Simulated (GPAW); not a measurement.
# BiAs (buckled honeycomb monolayer): G0W0 on several meshes in GPAW

Wanted: mesh dependence and cost of G0W0 for BiAs (buckled honeycomb monolayer).

Method: LDA and many-body steps on it, plane waves, in GPAW 26.7.0.

Report form: the programs' logs are mostly left out.

## Step 1: The structure

The cell holds 2 atoms: 1 As and 1 Bi. Cell: a = 3.882 Å, b = 3.882 Å, c = 12.500 Å, α = 90.0°, β = 90.0°, γ = 120.0°. Vacuum lies along c.

Structure file:

```xyz
2
Lattice="3.8825 0.0000 0.0000 -1.9412 3.3623 0.0000 0.0000 0.0000 12.5000" Properties=species:S:1:pos:R:3
As    0.0000    2.2415    5.4775
Bi    1.9412    1.1208    7.0225
```

The structure was relaxed with LDA. The runs that relaxed it are not among those shown. Spin-orbit coupling is left out unless a step names it.

## Step 2: Empty states on the mesh, 6×6×1 mesh, 275 bands

This step: GPAW 26.7.0; DFT, LDA, plane waves, PAW.

The sums over transitions need many empty states on a uniform mesh; this step solves for them.

Contents of run.py:

```python
import json
import numpy as np
from gpaw.mpi import world
from gpaw import GPAW

calc = GPAW('gs.gpw').fixed_density(kpts={'size': (6, 6, 1), 'gamma': True},
    parallel={'domain': 1, 'band': 1},
    txt='nscf.txt')
calc.diagonalize_full_hamiltonian(nbands=275)
calc.write('full.gpw', mode='all')
res = {}
kpts = calc.get_ibz_k_points()
res['kpts'] = kpts
res['eigenvalues'] = [calc.get_eigenvalues(kpt=k) for k in range(len(kpts))]
res['n_electrons'] = calc.get_number_of_electrons()

if world.rank == 0:
    with open('result.json', 'w') as f:
        json.dump(res, f, default=lambda x: x.tolist())
```

Launch:

```console
$ mpirun -n 7 gpaw python run.py
```

Wall time 32 s (7 MPI ranks of Intel Xeon at 2.60GHz (Ice Lake), shared host); peak memory 6.7 GiB.

Numbers from this step:

| Quantity | Value |
| --- | --- |
| gap | 1.159 eV |
| k of the valence top | 0, 0, 0 |
| k of the conduction bottom | 0, 0, 0 |
| least direct gap | 1.159 eV |
| k points computed | 7 |
| lowest point of the top converged band, above the valence top | 78.2987 eV |

On this mesh the gap is 1.159 eV.

## Step 3: 6×6×1

Now the one-shot GW correction: screening in the RPA, then the self-energy of the levels asked for.

This step: G0W0 on LDA, plane waves, PAW.

Contents of run.py:

```python
import json
import numpy as np
from gpaw.mpi import world
from gpaw.response.g0w0 import G0W0

gw = G0W0('full.gpw',
    filename='gw',
    kpts=[0],
    bands=(8, 12),
    ecut=24,
    nbands=43,
    truncation='2D',
    integrate_gamma='sphere',
    q0_correction=True,
    frequencies={'type': 'nonlinear', 'domega0': 0.15, 'omega2': 15.0},
    eta=0.1,
    nblocksmax=True)
gw.calculate()
res = {mode: {k: v for k, v in r.items() if k != 'sigma_eskwn'}
       for mode, r in gw.all_results.items()}

if world.rank == 0:
    with open('result.json', 'w') as f:
        json.dump(res, f, default=lambda x: x.tolist())
```

Launch:

```console
$ mpirun -n 8 gpaw python run.py
```

Elapsed: 13 s, on 8 MPI ranks; peak memory 2.6 GiB; 99 s of CPU time.

This step gave:

| Quantity | Value |
| --- | --- |
| G0W0 gap on the points computed | 1.962 eV |
| least direct G0W0 gap on the computed points | 1.962 eV |
| Z at the valence top | 0.7268 |
| Z at the conduction bottom | 0.7394 |
| starting gap on the mesh | 1.159 eV |
| k of the valence top | 0, 0, 0 |
| k of the conduction bottom | 0, 0, 0 |

The gap on the mesh goes from 1.16 eV to 1.96 eV, a correction of +0.80 eV.

## Step 4: Empty states on the mesh, 9×9×1 mesh, 53 bands

This step: DFT, LDA, plane waves, PAW.

Contents of run.py:

```python
import json
import numpy as np
from gpaw.mpi import world
from gpaw import GPAW

calc = GPAW('gs.gpw').fixed_density(kpts={'size': (9, 9, 1), 'gamma': True},
    nbands=61,
    convergence={'bands': 53},
    txt='nscf.txt')
calc.write('full.gpw', mode='all')
res = {}
kpts = calc.get_ibz_k_points()
res['kpts'] = kpts
res['eigenvalues'] = [calc.get_eigenvalues(kpt=k) for k in range(len(kpts))]
res['n_electrons'] = calc.get_number_of_electrons()

if world.rank == 0:
    with open('result.json', 'w') as f:
        json.dump(res, f, default=lambda x: x.tolist())
```

Launch:

```console
$ mpirun -n 8 gpaw python run.py
```

Elapsed: 8.3 s, on 8 MPI ranks; peak memory 1.4 GiB; 64 s of CPU time.

This step gave:

```
gap                                                           : 1.159 eV
k of the valence top                                          : 0, 0, 0
k of the conduction bottom                                    : 0, 0, 0
least direct gap                                              : 1.159 eV
k points computed                                             : 12
lowest point of the top converged band, above the valence top : 22.38 eV
```

On this mesh the gap is 1.159 eV.

## Step 5: 9×9×1

This step: G0W0 on LDA, plane waves, PAW.

Contents of run.py:

```python
import json
import numpy as np
from gpaw.mpi import world
from gpaw.response.g0w0 import G0W0

gw = G0W0('full.gpw',
    filename='gw',
    kpts=[0],
    bands=(8, 12),
    ecut=24,
    nbands=43,
    truncation='2D',
    integrate_gamma='sphere',
    q0_correction=True,
    frequencies={'type': 'nonlinear', 'domega0': 0.15, 'omega2': 15.0},
    eta=0.1,
    nblocksmax=True)
gw.calculate()
res = {mode: {k: v for k, v in r.items() if k != 'sigma_eskwn'}
       for mode, r in gw.all_results.items()}

if world.rank == 0:
    with open('result.json', 'w') as f:
        json.dump(res, f, default=lambda x: x.tolist())
```

Launch:

```console
$ mpirun -n 8 gpaw python run.py
```

It took 24 s on 8 MPI ranks; peak memory 2.2 GiB; 3.1 min of CPU time.

This step gave:

| Property | Result |
| --- | --- |
| G0W0 gap on the points computed | 1.966 eV |
| least direct G0W0 gap on the computed points | 1.966 eV |
| Z at the valence top | 0.7379 |
| Z at the conduction bottom | 0.7541 |
| starting gap on the mesh | 1.159 eV |
| k of the valence top | 0, 0, 0 |
| k of the conduction bottom | 0, 0, 0 |

Against G0W0 in GPAW (6×6×1 mesh, 43 bands, screening to 24 eV, full frequency, Hilbert transform), the gap moves by +0.004 eV.

## Step 6: Side by side

Times are wall times on 8 MPI ranks of Intel Xeon at 2.60GHz (Ice Lake), shared host, good to a factor of about two.

| run | mesh | bands | screening cutoff (eV) | DFT gap (eV) | gap on the mesh (eV) | direct (eV) | time |
| --- | --- | --- | --- | --- | --- | --- | --- |
| 6×6×1 | 6×6×1 | 43 | 24 | 1.159 | 1.962 | 1.962 | 13 s |
| 9×9×1 | 9×9×1 | 43 | 24 | 1.159 | 1.966 | 1.966 | 24 s |

## Step 7: Outcome

| Quantity | Value |
| --- | --- |
| 6×6×1 | 1.962 eV |
| 9×9×1 | 1.966 eV |
| known limits | not at the basis limit; no spin-orbit coupling |

In words: 9×9×1: +0.004 eV against 6×6×1. Bands and cutoff are finite, so the gap is not at the basis limit. The miss can reach some tenths of an eV and take either sign; the mesh is an error of its own. These stock PAW sets were not made for GW; the filled d or f shell of As lies in the frozen core, which bears on start and correction. In the G0W0 runs levels were corrected at 1 k point alone, so a gap called «on the mesh» is the least over those, and an edge elsewhere would be missed. Mesh or cutoff lie under what a gap needs, so these runs test behaviour and cost; their gaps are not to be quoted. Where an edge is built on 6p states of lead, bismuth or thallium, scalar-relativistic gaps usually stand too wide, by a few tenths to over one eV. The many-body steps are scalar-relativistic: spin-orbit coupling is not in them.

[Paths, hosts, dates, memory and timing lines, banners, echoed tables and standing remarks are left out of the program output.]

[Logs are printed without paths, hosts, clocks, repeated set-up lines and the standing remarks that a program may print on its own settings, such as how far it seeks lower states.]

[Runs of the session that timed out or met a known fault of the program may be left out.]

[Hosts, paths, dates, database ids (printed as entryN), source tags and the programs' standing remarks are cut or masked in the printed files.]
